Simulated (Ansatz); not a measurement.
# Bands, cutoff and cost in G0W0 for TiO2 (C2/c), part 2 of 2

Wanted: a G0W0 gap for TiO2 (C2/c) that is converged in bands and cutoff, or an estimate of the limit.

Ansatz 0.2.0; G0W0 on LDA, plane waves, PAW; PAW set soft_1. Known limits of the many-body steps: not at the basis limit; coarse k mesh.

So far. Step 4 (556 empty bands, screening to 230 eV): Against the run with 6×6×4 mesh, 258 empty bands, screening to 138 eV, PAW set soft_1 files, the gap moves by +0.05 eV.

**5. Changing the k mesh: 4×4×4 mesh, 258 empty bands, screening to 138 eV, PAW set soft_1 files**

A second mesh at equal bands and cutoff isolates the sampling error. Bands and cutoff differ from the step before, so it is read against an earlier run that matches them.

Input file input.yaml:

```yaml
crystal:
  lattice:
    - [2.706034, -2.706655, 0.0]
    - [2.706034, 2.706655, 0.0]
    - [-2.633531, 0.0, 4.796637]
  atoms:
    - { symbol: Ti, position: [0.13411, 0.86589, 0.25] }
    - { symbol: Ti, position: [0.86589, 0.13411, 0.75] }
    - { symbol: O, position: [0.331221, 0.088755, 0.667149] }
    - { symbol: O, position: [0.668779, 0.911245, 0.332851] }
    - { symbol: O, position: [0.911245, 0.668779, 0.832851] }
    - { symbol: O, position: [0.088755, 0.331221, 0.167149] }
kpoints:
  mp_grid: { grid: [4, 4, 4] }
hamiltonian:
  xc: lda
  pseudopotentials: { kind: paw, azcp: { folder: soft_1 }, xc_functional: pbe }
scf:
  occupations: { method: fixed }
gw:
  n_empty_bands: 258
  ecut_chi: 138
  qp_bands: [v2, c2]
  qp_kpoints: band_edges
  screening: { model: contour_deformation }
```

On the command line:

```sh
ansatz run input.yaml --threads 3 --pin off --max-ram 92160MiB --backend cuda --events-out ev --progress --plain --runs-dir out --devices 1 --max-vram 13GiB
```

Numbers of over 12 decimals in the logs are rounded to 6 here.

What it wrote:

```text
GPUs: using 1 of 1 available (devices: 1).
[...]
GPU FFT provider: cuFFT
GPU libraries: cuBLAS 13.8.2, cuFFT 12.4.0, cuSOLVER 12.3.4
Crystal: 6 atoms, lattice volume = 70.264 Å³
Basis set: ecut = 420 eV, 1363 PW (Γ)
Bands: 30, of which v1, the nominal top of the filled ones, is band 24 counted from 1 (23 counted from 0)
Symmetry: 4 space group operations
[...]
k-points: 24 of 64
[...]
1    26      9.0604   -13.3406    -7.4001   -22.2250  0.7064    10.6076    10.5446  root
[...]
23    23      6.4451   -25.5887     4.4909   -20.9742  0.7011     6.3212     6.3215  root
    23    24      6.4451   -25.5887     4.4909   -20.9742  0.7011     6.3212     6.3215  root
    23    25      9.6527   -13.8652    -7.6412   -22.9928  0.6953    11.2100    11.1392  root
    23    26      9.6527   -13.8652    -7.6412   -22.9928  0.6953    11.2100    11.1392  root
[key lines of the parts left out:]
SCF converged after 9 iterations
Free energy (F): -7130.296765 eV
Fermi energy:    6.465965 eV
```

Wall time 22 s (1 × NVIDIA H100 80GB HBM3 (shared by 6 runs) with 3 threads of AMD EPYC 7R13 (Zen 3), shared host); peak memory 1.4 GiB.

Numbers from this step:

- bands summed: 282
- RPA ε∞ on this mesh (eigenvalues): 6.199, 7.125, 7.290
- plane waves in the screening matrix: 269
- G0W0 gap on the mesh: 3.523 eV
- k of the valence top: -0.5, -0.5, 0
- k of the conduction bottom: 0, 0, 0
- starting gap on the mesh: 1.974 eV
- least direct G0W0 gap on the computed points: 3.875 eV

Against the run with 6×6×4 mesh, 258 empty bands, screening to 138 eV, PAW set soft_1 files, the gap moves by −0.006 eV.

**6. Changing the frequency model: 6×6×4 mesh, 258 empty bands, screening to 138 eV, plasmon pole, PAW set soft_1 files**

A plasmon pole stands in for the full frequency dependence of the screening; this run shows what that costs in accuracy.

Changes to input.yaml since step 5:

```diff
@@ -13,3 +13,3 @@
 kpoints:
-  mp_grid: { grid: [4, 4, 4] }
+  mp_grid: { grid: [6, 6, 4] }
 hamiltonian:
@@ -24,2 +24,2 @@
   qp_kpoints: band_edges
-  screening: { model: contour_deformation }
+  screening: { model: godby_needs }
```

What it wrote:

```text
GPUs: using 1 of 1 available (devices: 1).
[...]
GPU FFT provider: cuFFT
GPU libraries: cuBLAS 13.8.2, cuFFT 12.4.0, cuSOLVER 12.3.4
Crystal: 6 atoms, lattice volume = 70.264 Å³
Basis set: ecut = 420 eV, 1363 PW (Γ)
Bands: 30, of which v1, the nominal top of the filled ones, is band 24 counted from 1 (23 counted from 0)
Symmetry: 4 space group operations
[...]
k-points: 47 of 144
[...]
1    26      9.0623   -13.3724    -7.1886   -22.2247  0.7703    10.7432    10.7261  root
[...]
46    23      6.4438   -25.5831     4.5709   -20.9744  0.7576     6.4060     6.4060  root
    46    24      6.4438   -25.5831     4.5709   -20.9744  0.7576     6.4060     6.4060  root
    46    25      9.6538   -13.8657    -7.3945   -22.9924  0.7652    11.3996    11.3860  root
    46    26      9.6538   -13.8657    -7.3945   -22.9924  0.7652    11.3996    11.3860  root
[key lines of the parts left out:]
SCF converged after 9 iterations
Free energy (F): -7130.302438 eV
Fermi energy:    6.464625 eV
```

Run time: 2.3 min. Hardware: 1 × NVIDIA H100 80GB HBM3 (shared by 6 runs) with 3 threads; peak memory 2.3 GiB; 4.7 min of CPU time.

Numbers from this step:

| Quantity | Value |
| --- | --- |
| bands summed | 282 |
| plasmon-pole fit frequency | 30.69 eV |
| RPA ε∞ on this mesh (eigenvalues) | 6.156, 6.853, 7.050 |
| plane waves in the screening matrix | 269 |
| G0W0 gap on the mesh | 3.547 eV |
| k of the valence top | -0.5, -0.5, 0 |
| k of the conduction bottom | 0, 0, 0 |
| starting gap on the mesh | 1.977 eV |
| least direct G0W0 gap on the computed points | 3.906 eV |

Against the run with 6×6×4 mesh, 258 empty bands, screening to 138 eV, PAW set soft_1 files, the gap moves by +0.018 eV.

**7. Changing the files: 6×6×4 mesh, 258 empty bands, screening to 138 eV, hard PAW files**

Other atomic data (hard PAW) test the pseudisation: the cutoff goes from 420 to 930 eV, with the same valence electrons.

This step: G0W0 on LDA, plane waves, PAW.

Changes to input.yaml since step 6:

```diff
@@ -16,3 +16,3 @@
   xc: lda
-  pseudopotentials: { kind: paw, azcp: { folder: soft_1 }, xc_functional: pbe }
+  pseudopotentials: { kind: paw, source: ansatz }
 scf:
@@ -24,2 +24,2 @@
   qp_kpoints: band_edges
-  screening: { model: godby_needs }
+  screening: { model: contour_deformation }
```

What it wrote:

```text
GPUs: using 1 of 1 available (devices: 1).
[...]
GPU FFT provider: cuFFT
GPU libraries: cuBLAS 13.8.2, cuFFT 12.4.0, cuSOLVER 12.3.4
Crystal: 6 atoms, lattice volume = 70.264 Å³
Basis set: ecut = 930 eV, 4557 PW (Γ)
Bands: 30, of which v1, the nominal top of the filled ones, is band 24 counted from 1 (23 counted from 0)
Symmetry: 4 space group operations
[...]
k-points: 47 of 144
[...]
1    26      9.0612   -13.3471    -7.3743   -22.1881  0.7080    10.5861    10.5280  root
[...]
46    23      6.4454   -25.5772     4.4523   -20.9698  0.7019     6.2898     6.2903  root
    46    24      6.4454   -25.5772     4.4523   -20.9698  0.7019     6.2898     6.2903  root
    46    25      9.6558   -13.8439    -7.6465   -22.9604  0.6963    11.1921    11.1257  root
    46    26      9.6558   -13.8439    -7.6465   -22.9604  0.6963    11.1921    11.1257  root
[key lines of the parts left out:]
SCF converged after 10 iterations
Free energy (F): -7130.508728 eV
Fermi energy:    6.466501 eV
```

It took 5.9 min on 1 × NVIDIA H100 80GB HBM3 (shared by 6 runs) with 3 threads; peak memory 2.6 GiB.

This step gave:

```
bands summed                                 : 282
RPA ε∞ on this mesh (eigenvalues)            : 6.157, 6.855, 7.051
plane waves in the screening matrix          : 269
G0W0 gap on the mesh                         : 3.531 eV
k of the valence top                         : -0.5, -0.5, 0
k of the conduction bottom                   : 0, 0, 0
starting gap on the mesh                     : 1.971 eV
least direct G0W0 gap on the computed points : 3.883 eV
```

Against the run with 6×6×4 mesh, 258 empty bands, screening to 138 eV, PAW set soft_1 files, the gap moves by +0.003 eV.

**8. Side by side**

Times are wall times on 1 × NVIDIA H100 80GB HBM3 (shared by 6 runs) with 3 threads of AMD EPYC 7R13 (Zen 3), shared host, good to a factor of about two.

```tsv
mesh	files	frequency	bands summed	cutoff (eV)	start (eV)	G0W0 (eV)	time	host memory (GiB)
6×6×4	PAW set soft_1	contour deformation	115	69	1.977	3.606	50 s	1.2
6×6×4	PAW set soft_1	contour deformation	282	138	1.977	3.529	70 s	1.8
6×6×4	PAW set soft_1	contour deformation	580	230	1.977	3.574	6.3 min	3.8
4×4×4	PAW set soft_1	contour deformation	282	138	1.974	3.523	22 s	1.4
6×6×4	PAW set soft_1	plasmon pole	282	138	1.977	3.547	2.3 min	2.3
6×6×4	hard PAW	contour deformation	282	138	1.971	3.531	5.9 min	2.6
```

The parts of the quasiparticle energy at the two band edges (eV; QP = start + Σx + Σc − Vxc):

```tsv
run	edge	start	Σx	Σc	Vxc	Z	QP
115 bands	valence top	6.46	-25.57	4.77	-20.97	0.71	6.64
115 bands	conduction bottom	8.44	-13.06	-6.27	-21.13	0.73	10.24
282 bands	valence top	6.46	-25.57	4.48	-20.97	0.70	6.34
282 bands	conduction bottom	8.44	-13.06	-6.64	-21.13	0.73	9.87
580 bands	valence top	6.46	-25.57	4.28	-20.97	0.70	6.14
580 bands	conduction bottom	8.44	-13.06	-6.79	-21.13	0.72	9.72
```

**9. What came out**

```
115 bands, 69 eV  : 3.606 eV
282 bands, 138 eV : 3.529 eV
580 bands, 230 eV : 3.574 eV
mesh and start    : 6×6×4, LDA
```

What this shows: From 115 to 580 bands the gap moves by −0.03 eV while the time grows 7.6-fold. Σc changes by −0.49 eV at the valence top and −0.52 eV at the conduction bottom, so the levels themselves move more than the gap between them. The gap turns back along the series, so no limit is drawn from it. On the 4×4×4 mesh in place of 6×6×4 the gap differs by −0.01 eV, of which −0.003 eV is already in the start. The plasmon-pole model gives +0.02 eV against contour deformation, 1 % of the correction, and saved no time in this program. Hard PAW files move the gap by +0.003 eV at equal bands and cutoff, −0.01 eV of it in the start. The 6×6×4 mesh misses a band edge: over a band path and its finer mesh (run apart) the LDA gap is 1.94 eV, so the G0W0 gap over the zone may lie about 0.04 eV below its value on the mesh.

[Paths, hosts, dates, memory and timing lines, banners, echoed tables and standing remarks are left out of the program output.]

[Logs are printed without paths, hosts, clocks, repeated set-up lines and the standing remarks that a program may print on its own settings, such as how far it seeks lower states.]

[Runs of the session that timed out or met a known fault of the program may be left out.]

[Cells called generated may have been cut or substituted from an entry of the Crystallography Open Database or the Materials Project.]

[Hosts, paths, dates, database ids (printed as entryN), source tags and the programs' standing remarks are cut or masked in the printed files.]
